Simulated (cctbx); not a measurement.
# A crystallographic session in cctbx: Cr4SCl11

Library: cctbx 2025.11. The data are simulated by the first script.

## 1. Simulate the data

run.py:

```python
from cctbx import adptbx, crystal, miller, sgtbx, xray
from cctbx.array_family import flex
from iotbx.shelx import hklf
from scitbx import matrix
import scitbx.random

cs = crystal.symmetry(unit_cell=(12.173, 6.655, 11.192, 90, 108.16, 90), space_group_symbol='Hall: C 2y')  # C2
atoms = [  # label, site, U (iso, or U11 U22 U33 U12 U13 U23 in A^2), occupancy
    ("Cr1", (0.6251, 0.3684, 0.8673), (0.0216, 0.0243, 0.0218, 0.0007, 0.0103, -0.0004), 1),
    ("Cr2", (0.6147, 0.8818, 0.3855), (0.0124, 0.0157, 0.0180, 0.0003, 0.0035, -0.0048), 1),
    ("Cl1", (0.7536, 0.6779, 0.9381), (0.0202, 0.0198, 0.0285, -0.0011, -0.0014, -0.0032), 1),
    ("Cl2", (0.7501, 0.6836, 0.5595), (0.0234, 0.0226, 0.0205, 0.0006, 0.0060, -0.0019), 1),
    ("Cl3", (0.7481, 0.7542, 0.2565), (0.0169, 0.0161, 0.0163, -0.0010, 0.0031, -0.0029), 1),
    ("Cl4", (0, 0.9974, 0), (0.0128, 0.0142, 0.0214, 0.0000, 0.0060, 0.0000), 1),
    ("Cl5", (0.5005, 0.5595, 0.6804), (0.0157, 0.0275, 0.0169, 0.0009, 0.0040, -0.0009), 1),
    ("Cl6", (0.9969, 0.5767, 0.803), (0.0227, 0.0242, 0.0198, 0.0032, 0.0084, 0.0004), 1),
    ("S1", (0, 0.4952, 0.5), (0.0160, 0.0153, 0.0160, 0.0000, 0.0020, 0.0000), 1),
]
xs = xray.structure(crystal_symmetry=cs)
for label, site, u, occ in atoms:
    u = adptbx.u_cif_as_u_star(cs.unit_cell(), u) if isinstance(u, tuple) else u
    xs.add_scatterer(xray.scatterer(label, site=site, u=u, occupancy=occ))
xs.set_inelastic_form_factors(0.71073, "sasaki")
xs.show_summary()
p1 = xs.expand_to_p1()
ms = miller.build_set(p1, anomalous_flag=True, d_min=0.75)
flex.set_random_seed(544401)
scitbx.random.set_random_seed(544401)
ms = ms.select(flex.random_double(ms.size()) < 0.7)
i = ms.structure_factors_from_scatterers(p1, algorithm="direct").f_calc().as_intensity_array().data()
i = i * 40000 / flex.max(i)
sig = flex.sqrt(i + flex.pow2(0.04 * i) + 4 ** 2)
noise = scitbx.random.variate(scitbx.random.normal_distribution())(i.size())
data = ms.array(data=i + sig * noise, sigmas=sig).set_observation_type_xray_intensity()
with open("data.hkl", "w") as f:
    data.export_as_shelx_hklf(f)
print("reflections written:", data.size(), " <I/sigma> = %.1f" % flex.mean(data.data() / data.sigmas()))
for h, a, b in list(data.sort("data"))[:12]:
    print("%4d%4d%4d %9.1f %7.1f" % (h + (a, b)))
```

```console
$ python run.py
```

```text
Number of scatterers: 9
At special positions: 2
Unit cell: (12.173, 6.655, 11.192, 90, 108.16, 90)
Space group: C 1 2 1 (No. 5)
reflections written: 6007  <I/sigma> = 6.9
   1  -3  -3   43078.8  1612.5
   2   0  -6   40401.1  1550.3
  -1   3   3   40152.3  1611.1
   1   3  -3   38293.1  1611.1
  -8   0   0   34648.4  1458.9
   8   0   0   33952.9  1458.9
   4   2   0   31817.1  1264.0
  -4  -2   0   31802.0  1264.8
   4  -2   0   30871.4  1264.8
  -4   2   0   30711.6  1264.0
  -5   1   3   29978.8  1112.3
   2   2   2   29648.1  1161.4
```

Run time: 0.25 s on 1 thread of Arm Neoverse V2, on a shared host, peak memory 0.07 GiB.

## 2. Refinement (right model, isotropic)

run.py:

```python
import math
from cctbx import adptbx, crystal, maptbx, sgtbx, xray
from cctbx.array_family import flex
from cctbx.xray import observations
from iotbx.shelx import hklf
from scitbx.lstbx import normal_eqns_solving
from smtbx import absolute_structure, utils
from smtbx.refinement import constraints, least_squares

cs = crystal.symmetry(unit_cell=(12.173, 6.655, 11.192, 90, 108.16, 90), space_group_symbol='Hall: C 2y')  # C2
atoms = [  # label, site, U (iso, or U11 U22 U33 U12 U13 U23 in A^2), occupancy
    ("Cr1", (0.6193, 0.367, 0.8674), 0.0200, 1),
    ("Cr2", (0.6069, 0.8905, 0.3797), 0.0200, 1),
    ("Cl1", (0.7487, 0.6735, 0.9382), 0.0200, 1),
    ("Cl2", (0.7538, 0.6927, 0.561), 0.0200, 1),
    ("Cl3", (0.7495, 0.7592, 0.2578), 0.0200, 1),
    ("Cl4", (0, 0.9989, 0), 0.0200, 1),
    ("Cl5", (0.4988, 0.5669, 0.6831), 0.0200, 1),
    ("Cl6", (0.9935, 0.572, 0.8093), 0.0200, 1),
    ("S1", (0, 0.4849, 0.5), 0.0200, 1),
]
xs = xray.structure(crystal_symmetry=cs)
for label, site, u, occ in atoms:
    u = adptbx.u_cif_as_u_star(cs.unit_cell(), u) if isinstance(u, tuple) else u
    xs.add_scatterer(xray.scatterer(label, site=site, u=u, occupancy=occ))
xs.set_inelastic_form_factors(0.71073, "sasaki")
raw = hklf.reader(file_name="data.hkl").as_miller_arrays(crystal_symmetry=cs, anomalous=True)[0]
merged = raw.eliminate_sys_absent().merge_equivalents()
fo2 = merged.array().set_observation_type_xray_intensity()
print("Rint %.3f, %d unique reflections to %.2f A" % (merged.r_int(), fo2.size(), fo2.d_min()))
for sc in xs.scatterers():
    sc.flags.set_grad_site(True)
    sc.flags.set_grad_u_aniso(sc.flags.use_u_aniso())
    sc.flags.set_grad_u_iso(sc.flags.use_u_iso())
obs = fo2.as_xray_observations()
extra = {}
rep = constraints.reparametrisation(xs, [], utils.connectivity_table(xs), **extra)
ls = least_squares.crystallographic_ls(obs, rep, weighting_scheme=least_squares.mainstream_shelx_weighting(a=0, b=0))
print("cycle     R1     wR2    GooF  max shift (A)")
for cycle in range(8):
    ls.build_up()
    r1, wr2, goof = ls.r1_factor(cutoff_factor=2)[0], ls.wR2(), ls.goof()
    old = xs.sites_cart()
    normal_eqns_solving.levenberg_marquardt_iterations(ls, n_max_iterations=3, tau=1e-06, step_threshold=1e-7)
    big = flex.max((xs.sites_cart() - old).norms())
    print("%4d %7.4f %7.4f %7.3f %9.5f" % (cycle + 1, r1, wr2, goof, big))
    ls.build_up(objective_only=True)
    if abs(ls.wR2() - wr2) < 5e-5 and big < 5e-4:
        break
ls.build_up()
print("final R1 %.4f wR2 %.4f GooF %.3f  parameters %d  data/parameter %.1f" % (ls.r1_factor(cutoff_factor=2)[0], ls.wR2(), ls.goof(), ls.n_parameters, fo2.size() / ls.n_parameters))
cov = ls.covariance_matrix_and_annotations()
su = dict(zip(cov.annotations, (math.sqrt(max(v, 0)) for v in cov.matrix.matrix_packed_u_diagonal())))
a2 = cs.unit_cell().reciprocal_parameters()[0] ** -2
print("atom        x        y        z      Ueq    occ   su(xyz)  su(Uiso or U11)")
for sc in xs.scatterers():
    s = max(su.get(sc.label + k, 0) for k in (".x", ".y", ".z"))
    npd = "" if sc.is_positive_definite_u(cs.unit_cell()) else "  NPD"
    print("%-5s %8.5f %8.5f %8.5f %8.4f %6.3f %8.5f %7.4f%s" % ((sc.label,) + sc.site + (sc.u_iso_or_equiv(cs.unit_cell()), sc.occupancy, s, su.get(sc.label + ".uiso", su.get(sc.label + ".u11", 0) * a2), npd)))
fo = fo2.f_sq_as_f()
fc = fo.structure_factors_from_scatterers(xs, algorithm="direct").f_calc()
diff = fo.f_obs_minus_f_calc(1 / math.sqrt(ls.scale_factor()), fc).average_bijvoet_mates()
m = diff.fft_map(symmetry_flags=maptbx.use_space_group_symmetry, resolution_factor=0.25).apply_volume_scaling()
print("difference map: max %.2f min %.2f rms %.2f" % (m.statistics().max(), m.statistics().min(), m.statistics().sigma()))
peaks = m.peak_search(parameters=maptbx.peak_search_parameters(min_distance_sym_equiv=0.6, max_clusters=6)).all()
near = xs.closest_distances(peaks.sites(), distance_cutoff=4)
sps = cs.special_position_settings(min_distance_sym_equiv=0.5)
for k, (x, h) in enumerate(zip(peaks.sites(), peaks.heights())):
    ss = sps.site_symmetry(x)
    print("Q%-3d %7.4f %7.4f %7.4f %4d %7.2f  %.2f A from %s" % ((k + 1,) + tuple(t % 1 for t in ss.exact_site()) + (ss.multiplicity(), h, near.smallest_distances[k], xs.scatterers()[near.i_seqs[k]].label)))
```

```console
$ python run.py
```

```text
Rint 0.024, 1950 unique reflections to 0.75 A
cycle     R1     wR2    GooF  max shift (A)
   1  0.2974  0.6350  11.518   0.10899
   2  0.0440  0.1345   2.440   0.00157
   3  0.0439  0.1343   2.437   0.00000
final R1 0.0439 wR2 0.1343 GooF 2.437  parameters 32  data/parameter 60.9
atom        x        y        z      Ueq    occ   su(xyz)  su(Uiso or U11)
Cr1    0.62505  0.36920  0.86721   0.0206  1.000  0.00022  0.0002
Cr2    0.61469  0.88291  0.38566   0.0163  1.000  0.00017  0.0002
Cl1    0.75371  0.68009  0.93822   0.0257  1.000  0.00025  0.0003
Cl2    0.75015  0.68611  0.55975   0.0228  1.000  0.00022  0.0003
Cl3    0.74815  0.75611  0.25658   0.0169  1.000  0.00022  0.0003
Cl4    0.00000  0.99934  0.00000   0.0159  1.000  0.00026  0.0004
Cl5    0.50091  0.56228  0.68085   0.0188  1.000  0.00020  0.0003
Cl6    0.99697  0.57896  0.80285   0.0218  1.000  0.00021  0.0003
S1     0.00000  0.49738  0.50000   0.0169  1.000  0.00028  0.0004
difference map: max 1.68 min -1.40 rms 0.15
Q1    0.2309  0.6866  0.0973    4    1.75  0.49 A from Cl1
Q2    0.1148  0.4268  0.3495    4    1.51  0.50 A from Cr2
Q3    0.1196  0.3426  0.4142    4    1.38  0.41 A from Cr2
Q4    0.2370  0.1659  0.9693    4    1.36  0.46 A from Cl1
Q5    0.0982  0.9202  0.8349    4    1.01  0.53 A from Cr1
Q6    0.0043  0.0038  0.0413    4    0.91  0.45 A from Cl4
```

Time: 0.4 s.

## 3. Refinement (right model, anisotropic)

run.py, as its changes from the last script of this kind:

```diff
@@ -12,9 +12,9 @@
-    ("Cr1", (0.6193, 0.367, 0.8674), 0.0200, 1),
-    ("Cr2", (0.6069, 0.8905, 0.3797), 0.0200, 1),
-    ("Cl1", (0.7487, 0.6735, 0.9382), 0.0200, 1),
-    ("Cl2", (0.7538, 0.6927, 0.561), 0.0200, 1),
-    ("Cl3", (0.7495, 0.7592, 0.2578), 0.0200, 1),
-    ("Cl4", (0, 0.9989, 0), 0.0200, 1),
-    ("Cl5", (0.4988, 0.5669, 0.6831), 0.0200, 1),
-    ("Cl6", (0.9935, 0.572, 0.8093), 0.0200, 1),
-    ("S1", (0, 0.4849, 0.5), 0.0200, 1),
+    ("Cr1", (0.62505, 0.3692, 0.86721), 0.0206, 1),
+    ("Cr2", (0.61469, 0.88291, 0.38566), 0.0163, 1),
+    ("Cl1", (0.75371, 0.68009, 0.93822), 0.0257, 1),
+    ("Cl2", (0.75015, 0.68611, 0.55975), 0.0228, 1),
+    ("Cl3", (0.74815, 0.75611, 0.25658), 0.0169, 1),
+    ("Cl4", (0, 0.99934, 0), 0.0159, 1),
+    ("Cl5", (0.50091, 0.56228, 0.68085), 0.0188, 1),
+    ("Cl6", (0.99697, 0.57896, 0.80285), 0.0218, 1),
+    ("S1", (0, 0.49738, 0.5), 0.0169, 1),
@@ -26,0 +27 @@
+xs.convert_to_anisotropic()
@@ -59,0 +61,4 @@
+fc = fo2.structure_factors_from_scatterers(xs, algorithm="direct").f_calc()
+absolute_structure.flack_analysis(xs, fo2.as_xray_observations()).show()
+h = absolute_structure.hooft_analysis(fo2, fc, scale_factor=ls.scale_factor())
+print("Hooft y: %.3f(%.0f)  Bijvoet pairs: %d" % (h.hooft_y, 1000 * h.sigma_y, h.n_bijvoet_pairs))
```

```console
$ python run.py
```

```text
Rint 0.024, 1950 unique reflections to 0.75 A
cycle     R1     wR2    GooF  max shift (A)
   1  0.0439  0.1344   2.463   0.00978
   2  0.0196  0.0519   0.951   0.00001
final R1 0.0196 wR2 0.0519 GooF 0.951  parameters 73  data/parameter 26.7
atom        x        y        z      Ueq    occ   su(xyz)  su(Uiso or U11)
Cr1    0.62510  0.37010  0.86730   0.0217  1.000  0.00011  0.0002
Cr2    0.61471  0.88349  0.38556   0.0157  1.000  0.00010  0.0001
Cl1    0.75360  0.67971  0.93815   0.0248  1.000  0.00010  0.0002
Cl2    0.75001  0.68542  0.55938   0.0223  1.000  0.00010  0.0003
Cl3    0.74813  0.75602  0.25657   0.0169  1.000  0.00009  0.0003
Cl4    0.00000  0.99935  0.00000   0.0161  1.000  0.00011  0.0003
Cl5    0.50048  0.56117  0.68034   0.0203  1.000  0.00010  0.0002
Cl6    0.99698  0.57845  0.80298   0.0219  1.000  0.00009  0.0002
S1     0.00000  0.49718  0.50000   0.0166  1.000  0.00012  0.0003
Flack x: -0.01(3)
Hooft y: -0.026(33)  Bijvoet pairs: 813
difference map: max 0.31 min -0.27 rms 0.06
Q1    0.0000  0.3386  0.5000    2    0.31  1.06 A from S1
Q2    0.0661  0.8860  0.4623    4    0.28  1.94 A from Cl5
Q3    0.2337  0.4399  0.2378    4    0.25  1.24 A from Cl3
Q4    0.2054  0.5649  0.2206    4    0.22  2.13 A from Cl3
Q5    0.0705  0.2069  0.5459    4    0.22  2.11 A from S1
Q6    0.1802  0.8731  0.2658    4    0.22  2.25 A from Cl2
```

Time: 0.41 s.

## 4. Refinement

run.py, as its changes from the last script of this kind:

```diff
@@ -13 +13 @@
-    ("Cr2", (0.61469, 0.88291, 0.38566), 0.0163, 1),
+    ("S1", (0.61469, 0.88291, 0.38566), 0.0163, 1),
@@ -20 +20 @@
-    ("S1", (0, 0.49738, 0.5), 0.0169, 1),
+    ("Cr2", (0, 0.49738, 0.5), 0.0169, 1),
@@ -41 +41 @@
-for cycle in range(8):
+for cycle in range(12):
@@ -61,4 +60,0 @@
-fc = fo2.structure_factors_from_scatterers(xs, algorithm="direct").f_calc()
-absolute_structure.flack_analysis(xs, fo2.as_xray_observations()).show()
-h = absolute_structure.hooft_analysis(fo2, fc, scale_factor=ls.scale_factor())
-print("Hooft y: %.3f(%.0f)  Bijvoet pairs: %d" % (h.hooft_y, 1000 * h.sigma_y, h.n_bijvoet_pairs))
```

```console
$ python run.py
```

```text
Rint 0.024, 1950 unique reflections to 0.75 A
cycle     R1     wR2    GooF  max shift (A)
   1  0.2603  0.6056  11.104   0.02363
   2  0.1550  0.3909   7.167   0.00116
   3  0.1537  0.3907   7.164   0.00013
final R1 0.1537 wR2 0.3907 GooF 7.164  parameters 73  data/parameter 26.7
atom        x        y        z      Ueq    occ   su(xyz)  su(Uiso or U11)
Cr1    0.62489  0.37011  0.86754   0.0122  1.000  0.00090  0.0013
S1     0.61478  0.88403  0.38534  -0.0067  1.000  0.00085  0.0010  NPD
Cl1    0.75397  0.67913  0.93886   0.0149  1.000  0.00073  0.0021
Cl2    0.74944  0.68459  0.55901   0.0145  1.000  0.00079  0.0020
Cl3    0.74735  0.75608  0.25816   0.0081  1.000  0.00068  0.0020
Cl4    0.00000  0.99999  0.00000   0.0058  1.000  0.00085  0.0022
Cl5    0.50097  0.56141  0.68137   0.0101  1.000  0.00074  0.0017
Cl6    0.99708  0.57889  0.80296   0.0154  1.000  0.00077  0.0019
Cr2    0.00000  0.49738  0.50000   0.0265  1.000  0.00083  0.0029
difference map: max 14.02 min -2.06 rms 0.99
Q1    0.1168  0.3833  0.3847    4   14.22  0.03 A from S1
Q2    0.1252  0.8676  0.8679    4   11.46  0.02 A from Cr1
Q3    0.0000  0.4849  0.5000    2    6.58  0.08 A from Cr2
Q4    0.2547  0.1801  0.9311    4    6.48  0.09 A from Cl1
Q5    0.0017  0.0646  0.3283    4    6.34  0.11 A from Cl5
Q6    0.2549  0.1893  0.5600    4    6.18  0.07 A from Cl2
```

Time: 0.45 s.

This run holds a fault made on purpose: elements exchanged: Cr2 is S and S1 is Cr.

## 5. Refinement

run.py, as its changes from the last script of this kind:

```diff
@@ -12,9 +12,9 @@
-    ("Cr1", (0.62505, 0.3692, 0.86721), 0.0206, 1),
-    ("S1", (0.61469, 0.88291, 0.38566), 0.0163, 1),
-    ("Cl1", (0.75371, 0.68009, 0.93822), 0.0257, 1),
-    ("Cl2", (0.75015, 0.68611, 0.55975), 0.0228, 1),
-    ("Cl3", (0.74815, 0.75611, 0.25658), 0.0169, 1),
-    ("Cl4", (0, 0.99934, 0), 0.0159, 1),
-    ("Cl5", (0.50091, 0.56228, 0.68085), 0.0188, 1),
-    ("Cl6", (0.99697, 0.57896, 0.80285), 0.0218, 1),
-    ("Cr2", (0, 0.49738, 0.5), 0.0169, 1),
+    ("Cr1", (0.37495, 0.6308, 0.13279), 0.0206, 1),
+    ("Cr2", (0.38531, 0.11709, 0.61434), 0.0163, 1),
+    ("Cl1", (0.24629, 0.31991, 0.06178), 0.0257, 1),
+    ("Cl2", (0.24985, 0.31389, 0.44025), 0.0228, 1),
+    ("Cl3", (0.25185, 0.24389, 0.74342), 0.0169, 1),
+    ("Cl4", (0, 0.00066, 0), 0.0159, 1),
+    ("Cl5", (0.49909, 0.43772, 0.31915), 0.0188, 1),
+    ("Cl6", (0.00303, 0.42104, 0.19715), 0.0218, 1),
+    ("S1", (0, 0.50262, 0.5), 0.0169, 1),
@@ -60,0 +61,4 @@
+fc = fo2.structure_factors_from_scatterers(xs, algorithm="direct").f_calc()
+absolute_structure.flack_analysis(xs, fo2.as_xray_observations()).show()
+h = absolute_structure.hooft_analysis(fo2, fc, scale_factor=ls.scale_factor())
+print("Hooft y: %.3f(%.0f)  Bijvoet pairs: %d" % (h.hooft_y, 1000 * h.sigma_y, h.n_bijvoet_pairs))
```

```console
$ python run.py
```

```text
Rint 0.024, 1950 unique reflections to 0.75 A
cycle     R1     wR2    GooF  max shift (A)
   1  0.0456  0.1398   2.564   0.00804
   2  0.0245  0.0671   1.231   0.00002
final R1 0.0245 wR2 0.0671 GooF 1.231  parameters 73  data/parameter 26.7
atom        x        y        z      Ueq    occ   su(xyz)  su(Uiso or U11)
Cr1    0.37488  0.63008  0.13270   0.0218  1.000  0.00013  0.0002
Cr2    0.38529  0.11664  0.61447   0.0157  1.000  0.00012  0.0002
Cl1    0.24644  0.32016  0.06187   0.0250  1.000  0.00012  0.0003
Cl2    0.24998  0.31445  0.44059   0.0225  1.000  0.00013  0.0003
Cl3    0.25183  0.24396  0.74346   0.0169  1.000  0.00012  0.0003
Cl4    0.00000  0.00064  0.00000   0.0161  1.000  0.00014  0.0004
Cl5    0.49945  0.43860  0.31960   0.0204  1.000  0.00013  0.0003
Cl6    0.00303  0.42147  0.19699   0.0218  1.000  0.00012  0.0003
S1     0.00000  0.50281  0.50000   0.0166  1.000  0.00015  0.0004
Flack x: 1.01(3)
Hooft y: 1.036(34)  Bijvoet pairs: 813
difference map: max 0.30 min -0.27 rms 0.07
Q1    0.0000  0.6435  0.5000    2    0.30  0.94 A from S1
Q2    0.0599  0.1084  0.4626    4    0.29  1.91 A from Cl5
Q3    0.2325  0.5527  0.2474    4    0.27  1.29 A from Cl3
Q4    0.0000  0.2906  0.0000    2    0.24  1.93 A from Cl4
Q5    0.0726  0.8089  0.5415    4    0.23  2.11 A from Cl2
Q6    0.0625  0.9431  0.1623    4    0.23  1.78 A from Cl4
```

Time: 0.41 s.

This run holds a fault made on purpose: the structure inverted.

## 6. Refinement

run.py, as its changes from the last script of this kind:

```diff
@@ -12,9 +12,10 @@
-    ("Cr1", (0.37495, 0.6308, 0.13279), 0.0206, 1),
-    ("Cr2", (0.38531, 0.11709, 0.61434), 0.0163, 1),
-    ("Cl1", (0.24629, 0.31991, 0.06178), 0.0257, 1),
-    ("Cl2", (0.24985, 0.31389, 0.44025), 0.0228, 1),
-    ("Cl3", (0.25185, 0.24389, 0.74342), 0.0169, 1),
-    ("Cl4", (0, 0.00066, 0), 0.0159, 1),
-    ("Cl5", (0.49909, 0.43772, 0.31915), 0.0188, 1),
-    ("Cl6", (0.00303, 0.42104, 0.19715), 0.0218, 1),
-    ("S1", (0, 0.50262, 0.5), 0.0169, 1),
+    ("Cr1", (0.62505, 0.3692, 0.86721), 0.0206, 1),
+    ("Cr2", (0.61469, 0.88291, 0.38566), 0.0163, 1),
+    ("Cl1", (0.75371, 0.68009, 0.93822), 0.0257, 1),
+    ("Cl2", (0.75015, 0.68611, 0.55975), 0.0228, 1),
+    ("Cl3", (0.74815, 0.75611, 0.25658), 0.0169, 1),
+    ("Cl4", (0, 0.99934, 0), 0.0159, 1),
+    ("Cl5", (0.50091, 0.56228, 0.68085), 0.0188, 1),
+    ("Cl6", (0.99697, 0.57896, 0.80285), 0.0218, 1),
+    ("S1", (0, 0.49738, 0.5), 0.0169, 1),
+    ("S2", (0.907, 0.718, 0.419), 0.0300, 1),
@@ -27 +27,0 @@
-xs.convert_to_anisotropic()
@@ -61,4 +60,0 @@
-fc = fo2.structure_factors_from_scatterers(xs, algorithm="direct").f_calc()
-absolute_structure.flack_analysis(xs, fo2.as_xray_observations()).show()
-h = absolute_structure.hooft_analysis(fo2, fc, scale_factor=ls.scale_factor())
-print("Hooft y: %.3f(%.0f)  Bijvoet pairs: %d" % (h.hooft_y, 1000 * h.sigma_y, h.n_bijvoet_pairs))
```

```console
$ python run.py
```

```text
Rint 0.024, 1950 unique reflections to 0.75 A
cycle     R1     wR2    GooF  max shift (A)
   1  0.3595  0.7140  12.964   0.13084
   2  0.1528  0.3891   7.065   0.96223
   3  0.0604  0.1959   3.557   0.62622
   4  0.0508  0.1720   3.124   0.06386
   5  0.0510  0.1719   3.121   0.03874
   6  0.0508  0.1718   3.120   0.03939
   7  0.0510  0.1718   3.119   0.06723
   8  0.0509  0.1716   3.116   0.31095
   9  0.0502  0.1687   3.064   0.60246
  10  0.0478  0.1598   2.901   0.02066
  11  0.0480  0.1598   2.901   0.00374
  12  0.0479  0.1598   2.901   0.00363
final R1 0.0479 wR2 0.1598 GooF 2.901  parameters 36  data/parameter 54.2
atom        x        y        z      Ueq    occ   su(xyz)  su(Uiso or U11)
Cr1    0.62511  0.36496  0.86741   0.0197  1.000  0.00140  0.0003
Cr2    0.61468  0.87882  0.38588   0.0152  1.000  0.00139  0.0003
Cl1    0.75392  0.67614  0.93864   0.0248  1.000  0.00142  0.0004
Cl2    0.75001  0.68223  0.55947   0.0220  1.000  0.00141  0.0004
Cl3    0.74819  0.75196  0.25652   0.0161  1.000  0.00142  0.0004
Cl4    0.00000  0.99518  0.00000   0.0149  1.000  0.00143  0.0004
Cl5    0.50088  0.55836  0.68071   0.0178  1.000  0.00140  0.0003
Cl6    0.99713  0.57499  0.80324   0.0210  1.000  0.00140  0.0004
S1     0.00000  0.49327  0.50000   0.0162  1.000  0.00142  0.0005
S2     0.68543  0.76799  0.31113   1.0000  1.000  0.01694  0.0338
difference map: max 2.01 min -1.25 rms 0.18
Q1    0.2318  0.6820  0.0958    4    2.11  0.47 A from Cl1
Q2    0.1139  0.4193  0.3539    4    1.78  0.45 A from Cr2
Q3    0.2368  0.1636  0.9679    4    1.58  0.45 A from Cl1
Q4    0.1203  0.3381  0.4114    4    1.55  0.38 A from Cr2
Q5    0.1044  0.9066  0.8389    4    1.44  0.44 A from Cr1
Q6    0.0025  0.9977  0.0363    4    1.15  0.40 A from Cl4
```

It took 0.84 s on 1 thread of Arm Neoverse V2 (shared host), peak memory 0.09 GiB.

This run holds a fault made on purpose: spurious atom: S2.

[Logs are printed without paths, hosts, clocks, repeated set-up lines and the standing remarks that a program may print on its own settings, such as how far it seeks lower states.]
